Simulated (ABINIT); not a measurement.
# SnSe (F-43m): from the cell to the phonon bands

How does SnSe (F-43m) vibrate, and is this structure a minimum?

Program: ABINIT 10.8.3. Level of theory: DFT LDA, scalar-relativistic, plane waves, HGH norm-conserving pseudopotentials. Results are calculated unless marked as measured.

The structure was built from a prototype and need not be the compound's stable phase.

## Step 1: Starting point

It takes space group F-43m (No. 216, cubic). The conventional cell has a = 6.686 Å, b = 6.686 Å, c = 6.686 Å, α = 90.00°, β = 90.00°, γ = 90.00°. Sn has 4 Se at 2.90 Å nearest. Se has 4 Sn at 2.90 Å nearest. Farther neighbours and most contacts between anions are not listed.

## Step 2: A first look

A first run with smearing and empty bands tells whether the crystal has a gap, which decides between fixed occupations and smearing later on.

Input file probe.abi:

```
# ground state
tolvrs 1.0d-08
prtden 1
prtwf 1

# basis, mesh and filling
ecut 20.0
ixc 7
ngkpt 6 6 6
nshiftk 1
shiftk 0.0 0.0 0.0
istwfk *1
occopt 7
tsmear 0.005
nband 11
nstep 100
diemac 9.0
prtebands 0
prtgsr 0
useylm 1

# cell and atoms
acell 3*1.0 Angstrom
rprim 
    0.0 3.34309 3.34309
    3.34309 0.0 3.34309
    3.34309 3.34309 0.0
ntypat 2
znucl 50 34
natom 2
typat 1 2
xred 
    0.0 0.0 0.0
    0.25 0.25 0.25
pp_dirpath "./pseudo"
pseudos "Sn.hgh, Se.hgh"
```

Started as:

```
$ OMP_NUM_THREADS=1 mpirun -n 2 abinit probe.abi > probe.log
```

Numbers of over 12 decimals in the logs are rounded to 6 here.

probe.abo, the main output file:

```text
[banners, grids, parts of the stress and lines that vanish by symmetry left out]
- input  file    -> probe.abi
- output file    -> probe.abo
- root for input  files -> probei
[...]
Symmetries : space group F-4 3 m (#216); Bravais cF (face-center cubic)
[...]
mpw =        2176          nfft =       46656          nkpt =          16
[...]
== DATASET  1 ==================================================================
[...]
cutoff_energies: {ecut:  20.0, pawecutdg:  -1.0, }
[...]
Exchange-correlation functional for the present dataset will be:
  LDA: Perdew-Wang 92 LSD fit to Ceperley-Alder data - ixc=7
[...]
ETOT  1  -13.038093909843    -1.304E+01 1.240E-02 1.014E+02
 ETOT  2  -13.060150097655    -2.206E-02 2.927E-04 2.565E+01
 ETOT  3  -13.067881417945    -7.731E-03 1.916E-04 1.927E+00
 ETOT  4  -13.068361078323    -4.797E-04 2.462E-05 4.700E-02
 ETOT  5  -13.068368715248    -7.637E-06 1.189E-05 7.396E-04
 ETOT  6  -13.068368889043    -1.738E-07 4.405E-06 4.614E-06
 ETOT  7  -13.068368890404    -1.361E-09 1.975E-06 2.158E-08
 ETOT  8  -13.068368890407    -2.235E-12 9.734E-07 2.306E-09
 At SCF step    8       vres2   =  2.31E-09 < tolvrs=  1.00E-08 =>converged.
[...]
sigma(1 1)=  7.40526559E-05  sigma(3 2)=  0.00000000E+00
  sigma(2 2)=  7.40526559E-05  sigma(3 1)=  0.00000000E+00
  sigma(3 3)=  7.40526559E-05  sigma(2 1)=  0.00000000E+00
[...]
convergence: {deltae: -2.235E-12, res2:  2.306E-09, residm:  9.734E-07, diffor: null, }
etotal    :  -1.30683689E+01
[...]
sigma(1 1)=  7.40526559E-05  sigma(3 2)=  0.00000000E+00
  sigma(2 2)=  7.40526559E-05  sigma(3 1)=  0.00000000E+00
  sigma(3 3)=  7.40526559E-05  sigma(2 1)=  0.00000000E+00
[...]
- sigma(1 1)=  2.17870436E+00  sigma(3 2)=  0.00000000E+00
- sigma(2 2)=  2.17870436E+00  sigma(3 1)=  0.00000000E+00
- sigma(3 3)=  2.17870436E+00  sigma(2 1)=  0.00000000E+00
[...]
fcart     -0.0000000000E+00 -0.0000000000E+00 -0.0000000000E+00
           strten      7.4052655898E-05  7.4052655898E-05  7.4052655898E-05
================================================================================

[key lines of the parts left out:]
pressure_GPa:  -2.1787E+00
```

Wall time 6 s (2 MPI ranks of Intel Xeon at 2.70GHz, shared host); 11 s of CPU time.

Numbers from this step:

```yaml
volume_per_atom: 37.36 Å³
pressure: -2.179 GPa
gap_on_the_k_mesh: 0 eV
```

No gap opens on this mesh, so smearing is kept; the printed pressure holds the stress of the finite basis too.

## Step 3: Rough relaxation

The typed start is rough, so a first relaxation with smearing and loose thresholds takes it towards rest cheaply.

Input file prerelax.abi:

```
# relaxation
ionmov 2
optcell 2
dilatmx 1.15
chkdilatmx 0
ntime 40
tolmxf 3.0d-04
tolvrs 1.0d-10
prtwf 0
prtden 0
chksymtnons 0

# basis, mesh and filling
ecut 21.0
ecutsm 3.0
ixc 7
ngkpt 4 4 4
nshiftk 1
shiftk 0.0 0.0 0.0
istwfk *1
occopt 7
tsmear 0.005
nband 11
nstep 100
diemac 1000000.0
prtebands 0
prtgsr 0
useylm 1

# cell and atoms
acell 3*1.0 Angstrom
rprim 
    0.0 3.34309 3.34309
    3.34309 0.0 3.34309
    3.34309 3.34309 0.0
ntypat 2
znucl 50 34
natom 2
typat 1 2
xred 
    0.0 0.0 0.0
    0.25 0.25 0.25
pp_dirpath "./pseudo"
pseudos "Sn.hgh, Se.hgh"
```

Started as:

```
$ OMP_NUM_THREADS=1 mpirun -n 2 abinit prerelax.abi > prerelax.log
```

prerelax.abo, the main output file:

```text
[banners, grids, parts of the stress and lines that vanish by symmetry left out]
- input  file    -> prerelax.abi
- output file    -> prerelax.abo
- root for input  files -> prerelaxi
[...]
Symmetries : space group F-4 3 m (#216); Bravais cF (face-center cubic)
[...]
mpw =        3543          nfft =       91125          nkpt =           8
[...]
== DATASET  1 ==================================================================
[...]
cutoff_energies: {ecut:  21.0, pawecutdg:  -1.0, }
[...]
Exchange-correlation functional for the present dataset will be:
  LDA: Perdew-Wang 92 LSD fit to Ceperley-Alder data - ixc=7
[...]
ETOT  1  -13.039111545852    -1.304E+01 1.081E-02 1.924E+02
 ETOT  2  -13.064742567724    -2.563E-02 4.700E-04 2.765E+01
 ETOT  3  -13.068964597187    -4.222E-03 4.358E-04 2.612E+00
 ETOT  4  -13.069251705856    -2.871E-04 2.753E-04 1.285E-01
[...]
ETOT  8  -13.070721154225     6.892E-13 4.337E-15 4.872E-12
 At SCF step    8       vres2   =  4.87E-12 < tolvrs=  1.00E-10 =>converged.
[...]
sigma(1 1)= -1.46890215E-07  sigma(3 2)=  0.00000000E+00
  sigma(2 2)= -1.46890215E-07  sigma(3 1)=  0.00000000E+00
  sigma(3 3)= -1.46890215E-07  sigma(2 1)=  0.00000000E+00
[...]
convergence: {deltae:  6.892E-13, res2:  4.872E-12, residm:  4.337E-15, diffor: null, }
etotal    :  -1.30707212E+01
[...]
At Broyd/MD step   4, gradients are converged :
[...]
sigma(1 1)= -1.46890215E-07  sigma(3 2)=  0.00000000E+00
  sigma(2 2)= -1.46890215E-07  sigma(3 1)=  0.00000000E+00
  sigma(3 3)= -1.46890215E-07  sigma(2 1)=  0.00000000E+00
[...]
- sigma(1 1)= -4.32165933E-03  sigma(3 2)=  0.00000000E+00
- sigma(2 2)= -4.32165933E-03  sigma(3 1)=  0.00000000E+00
- sigma(3 3)= -4.32165933E-03  sigma(2 1)=  0.00000000E+00
[...]
fcart     -0.0000000000E+00 -0.0000000000E+00 -0.0000000000E+00
           strten     -1.4689021499E-07 -1.4689021499E-07 -1.4689021499E-07
================================================================================

[key lines of the parts left out:]
pressure_GPa:   4.3217E-03
Total energy (etotal) [Ha]= -1.30707211542251E+01
```

The job ended after 19 s (2 MPI ranks; 38 s of CPU time).

The steps of the relaxation:

```csv
step,energy less that of the first step (eV),largest force (eV/Å),volume (Å³)
1,0.0000,0.0000,74.73
2,-0.0069,0.0000,74.21
3,-0.0397,0.0000,68.98
4,-0.0398,0.0000,69.23
```

```csv
"conventional cell, symmetrised",before,after,change
a (Å),6.686,6.518,-2.5 %
b (Å),6.686,6.518,-2.5 %
c (Å),6.686,6.518,-2.5 %
volume (Å³/atom),37.36,34.61,-7.4 %
```

The relaxed structure:

```xyz
2
Lattice="0.0000 3.2590 3.2590 3.2590 0.0000 3.2590 3.2590 3.2590 0.0000" Properties=species:S:1:pos:R:3 pbc="T T T"
Sn    0.0000    0.0000    0.0000
Se    1.6295    1.6295    1.6295
```

Read from the output:

| Property | Result |
| --- | --- |
| volume per atom | 34.61 Å³ |
| pressure | 0.004322 GPa |

The volume changes by -7.4 % in this run and stands -7.4 % from the first cell.

## Step 4: Relaxing the cell and atoms

The harmonic expansion needs vanishing forces, and a free crystal bears no stress, so cell and atoms are brought to rest. Stress is more sensitive to the basis than forces are: the last 3 Ha under the cutoff are smoothed with ecutsm, and the cutoff is raised above that of the later runs.

Input file relax.abi:

```
# relaxation
ionmov 2
optcell 2
dilatmx 1.08
ntime 40
tolmxf 1.0d-05
tolvrs 1.0d-14
prtwf 0
prtden 0
chksymtnons 0

# basis, mesh and filling
ecut 26.0
ecutsm 3.0
ixc 7
ngkpt 8 8 8
nshiftk 1
shiftk 0.0 0.0 0.0
istwfk *1
occopt 3
tsmear 0.01
nband 11
nstep 100
diemac 1000000.0
prtebands 0
prtgsr 0
useylm 1

# cell and atoms
acell 3*1.0 Angstrom
rprim 
    0.0 3.258975102 3.258975102
    3.258975102 0.0 3.258975102
    3.258975102 3.258975102 0.0
ntypat 2
znucl 50 34
natom 2
typat 1 2
xred 
    0.0 0.0 0.0
    0.25 0.25 0.25
pp_dirpath "./pseudo"
pseudos "Sn.hgh, Se.hgh"
```

Started as:

```
$ OMP_NUM_THREADS=1 mpirun -n 2 abinit relax.abi > relax.log
```

relax.abo, the main output file:

```text
[banners, grids, parts of the stress and lines that vanish by symmetry left out]
- input  file    -> relax.abi
- output file    -> relax.abo
- root for input  files -> relaxi
[...]
Symmetries : space group F-4 3 m (#216); Bravais cF (face-center cubic)
[...]
mpw =        3750          nfft =       91125          nkpt =          29
[...]
== DATASET  1 ==================================================================
[...]
cutoff_energies: {ecut:  26.0, pawecutdg:  -1.0, }
[...]
Exchange-correlation functional for the present dataset will be:
  LDA: Perdew-Wang 92 LSD fit to Ceperley-Alder data - ixc=7
[...]
ETOT  1  -13.048200874198    -1.305E+01 1.542E-02 1.646E+02
 ETOT  2  -13.071828483266    -2.363E-02 1.467E-03 1.540E+01
 ETOT  3  -13.073877230059    -2.049E-03 4.568E-04 2.019E+00
 ETOT  4  -13.074075697949    -1.985E-04 2.327E-04 9.820E-02
 ETOT  5  -13.074081718112    -6.020E-06 3.931E-05 1.066E-03
[...]
At SCF step   12       vres2   =  4.29E-17 < tolvrs=  1.00E-14 =>converged.
[...]
sigma(1 1)= -1.79201400E-05  sigma(3 2)=  0.00000000E+00
  sigma(2 2)= -1.79201400E-05  sigma(3 1)=  0.00000000E+00
  sigma(3 3)= -1.79201400E-05  sigma(2 1)=  0.00000000E+00
[...]
convergence: {deltae: -4.245E-13, res2:  4.295E-17, residm:  2.941E-06, diffor: null, }
etotal    :  -1.30740818E+01
[...]
ETOT  1  -13.074089169913    -1.307E+01 1.710E-06 4.129E-02
[...]
At SCF step    9       vres2   =  5.06E-15 < tolvrs=  1.00E-14 =>converged.
[...]
sigma(1 1)= -1.59047949E-05  sigma(3 2)=  0.00000000E+00
  sigma(2 2)= -1.59047949E-05  sigma(3 1)=  0.00000000E+00
  sigma(3 3)= -1.59047949E-05  sigma(2 1)=  0.00000000E+00
[...]
convergence: {deltae:  4.050E-13, res2:  5.063E-15, residm:  8.245E-08, diffor: null, }
etotal    :  -1.30740946E+01
[...]
ETOT  1  -13.073780882999    -1.307E+01 4.167E-07 2.723E+00
[...]
At SCF step   10       vres2   =  1.29E-15 < tolvrs=  1.00E-14 =>converged.
[...]
sigma(1 1)= -2.29489851E-07  sigma(3 2)=  0.00000000E+00
  sigma(2 2)= -2.29489851E-07  sigma(3 1)=  0.00000000E+00
  sigma(3 3)= -2.29489851E-07  sigma(2 1)=  0.00000000E+00
[...]
convergence: {deltae:  5.116E-13, res2:  1.288E-15, residm:  4.488E-10, diffor: null, }
etotal    :  -1.30741430E+01
[...]
ETOT  1  -13.074142968798    -1.307E+01 2.554E-09 5.910E-04
[...]
ETOT  7  -13.074143047144     4.796E-13 8.527E-11 1.305E-12
 ETOT  8  -13.074143047144    -2.718E-13 7.103E-11 8.141E-15
 At SCF step    8       vres2   =  8.14E-15 < tolvrs=  1.00E-14 =>converged.
[...]
sigma(1 1)= -3.04059580E-09  sigma(3 2)=  0.00000000E+00
  sigma(2 2)= -3.04059580E-09  sigma(3 1)=  0.00000000E+00
  sigma(3 3)= -3.04059580E-09  sigma(2 1)=  0.00000000E+00
[...]
convergence: {deltae: -2.718E-13, res2:  8.141E-15, residm:  7.103E-11, diffor: null, }
etotal    :  -1.30741430E+01
[...]
At Broyd/MD step   4, gradients are converged :
[...]
sigma(1 1)= -3.04059580E-09  sigma(3 2)=  0.00000000E+00
  sigma(2 2)= -3.04059580E-09  sigma(3 1)=  0.00000000E+00
  sigma(3 3)= -3.04059580E-09  sigma(2 1)=  0.00000000E+00
[...]
- sigma(1 1)= -8.94574170E-05  sigma(3 2)=  0.00000000E+00
- sigma(2 2)= -8.94574170E-05  sigma(3 1)=  0.00000000E+00
- sigma(3 3)= -8.94574170E-05  sigma(2 1)=  0.00000000E+00
[...]
fcart     -0.0000000000E+00 -0.0000000000E+00 -0.0000000000E+00
           strten     -3.0405958012E-09 -3.0405958016E-09 -3.0405958020E-09
================================================================================

[key lines of the parts left out:]
pressure_GPa:   8.9457E-05
Total energy (etotal) [Ha]= -1.30741430471445E+01
```

Run time: 77 s. Hardware: 2 MPI ranks; 2.5 min of CPU time.

The steps of the relaxation:

```csv
step,energy less that of the first step (eV),largest force (eV/Å),volume (Å³)
1,0.0000,0.0000,69.23
2,-0.0003,0.0000,69.34
3,-0.0017,0.0000,70.24
4,-0.0017,0.0000,70.25
```

```csv
"conventional cell, symmetrised",before,after,change
a (Å),6.518,6.550,+0.5 %
b (Å),6.518,6.550,+0.5 %
c (Å),6.518,6.550,+0.5 %
volume (Å³/atom),34.61,35.13,+1.5 %
```

The relaxed structure:

```cif
data_structure
_symmetry_space_group_name_H-M 'P 1'
_symmetry_Int_Tables_number 1
_cell_length_a 4.6315
_cell_length_b 4.6315
_cell_length_c 4.6315
_cell_angle_alpha 60.000
_cell_angle_beta 60.000
_cell_angle_gamma 60.000
_cell_volume 70.25
loop_
_atom_site_label
_atom_site_type_symbol
_atom_site_fract_x
_atom_site_fract_y
_atom_site_fract_z
_atom_site_occupancy
Sn1 Sn 0.00000 0.00000 0.00000 1
Se2 Se 0.25000 0.25000 0.25000 1
```

Numbers from this step:

* volume per atom: 35.13 Å³
* pressure: 8.95e-5 GPa

The volume changes by +1.5 % in this run and stands -6.0 % from the first cell.

## Step 5: Self-consistent run for the response

First-order wavefunctions inherit every error of the ground state, hence the very tight tolvrs. Smearing stays on, as the first look found no gap above 0.3 eV.

Input file gs.abi:

```
# ground state
tolvrs 1.0d-16
prtden 1
prtwf 1

# basis, mesh and filling
ecut 20.0
ixc 7
ngkpt 8 8 8
nshiftk 1
shiftk 0.0 0.0 0.0
istwfk *1
occopt 3
tsmear 0.01
nband 11
nstep 100
diemac 1000000.0
prtebands 0
prtgsr 0
useylm 1

# cell and atoms
acell 3*1.0 Angstrom
rprim 
    0.0 3.27496299 3.27496299
    3.27496299 0.0 3.27496299
    3.27496299 3.27496299 0.0
ntypat 2
znucl 50 34
natom 2
typat 1 2
xred 
    0.0 0.0 0.0
    0.25 0.25 0.25
pp_dirpath "./pseudo"
pseudos "Sn.hgh, Se.hgh"
```

Started as:

```
$ OMP_NUM_THREADS=1 mpirun -n 2 abinit gs.abi > gs.log
```

gs.abo, the main output file:

```text
[banners, grids, parts of the stress and lines that vanish by symmetry left out]
- input  file    -> gs.abi
- output file    -> gs.abo
- root for input  files -> gsi
[...]
Symmetries : space group F-4 3 m (#216); Bravais cF (face-center cubic)
[...]
mpw =        2085          nfft =       46656          nkpt =          29
[...]
== DATASET  1 ==================================================================
[...]
cutoff_energies: {ecut:  20.0, pawecutdg:  -1.0, }
[...]
Exchange-correlation functional for the present dataset will be:
  LDA: Perdew-Wang 92 LSD fit to Ceperley-Alder data - ixc=7
[...]
ETOT  1  -13.046033792959    -1.305E+01 2.635E-02 8.512E+01
 ETOT  2  -13.069631553914    -2.360E-02 1.502E-03 8.478E+00
 ETOT  3  -13.071873985590    -2.242E-03 2.821E-04 1.074E+00
 ETOT  4  -13.072081643789    -2.077E-04 1.368E-04 5.385E-02
 ETOT  5  -13.072088039102    -6.395E-06 1.027E-04 5.714E-04
[...]
ETOT 11  -13.072088169233    -7.994E-14 1.744E-05 6.530E-15
 ETOT 12  -13.072088169233     1.883E-13 1.286E-05 2.268E-17
 At SCF step   12       vres2   =  2.27E-17 < tolvrs=  1.00E-16 =>converged.
[...]
sigma(1 1)=  2.00783525E-05  sigma(3 2)=  0.00000000E+00
  sigma(2 2)=  2.00783525E-05  sigma(3 1)=  0.00000000E+00
  sigma(3 3)=  2.00783525E-05  sigma(2 1)=  0.00000000E+00
[...]
convergence: {deltae:  1.883E-13, res2:  2.268E-17, residm:  1.286E-05, diffor: null, }
etotal    :  -1.30720882E+01
[...]
sigma(1 1)=  2.00783525E-05  sigma(3 2)=  0.00000000E+00
  sigma(2 2)=  2.00783525E-05  sigma(3 1)=  0.00000000E+00
  sigma(3 3)=  2.00783525E-05  sigma(2 1)=  0.00000000E+00
[...]
- sigma(1 1)=  5.90725525E-01  sigma(3 2)=  0.00000000E+00
- sigma(2 2)=  5.90725525E-01  sigma(3 1)=  0.00000000E+00
- sigma(3 3)=  5.90725525E-01  sigma(2 1)=  0.00000000E+00
[...]
fcart     -0.0000000000E+00 -0.0000000000E+00 -0.0000000000E+00
           strten      2.0078352477E-05  2.0078352477E-05  2.0078352477E-05
================================================================================

[key lines of the parts left out:]
pressure_GPa:  -5.9073E-01
```

It took 12 s on 2 MPI ranks.

Numbers from this step:

- pressure: -0.5907 GPa

The cell stands at -0.59 GPa: the relaxation ran with a smoothed and higher cutoff, and the difference is a stress of the finite basis.

(Part 1 of 3 ends here.)

[Host names and launcher messages were left out of these logs when they were recorded.]

[Logs are printed without paths, hosts, clocks, repeated set-up lines and the standing remarks that a program may print on its own settings, such as how far it seeks lower states.]

[Hosts, paths, dates, database ids (printed as entryN), source tags and the programs' standing remarks are cut or masked in the printed files.]
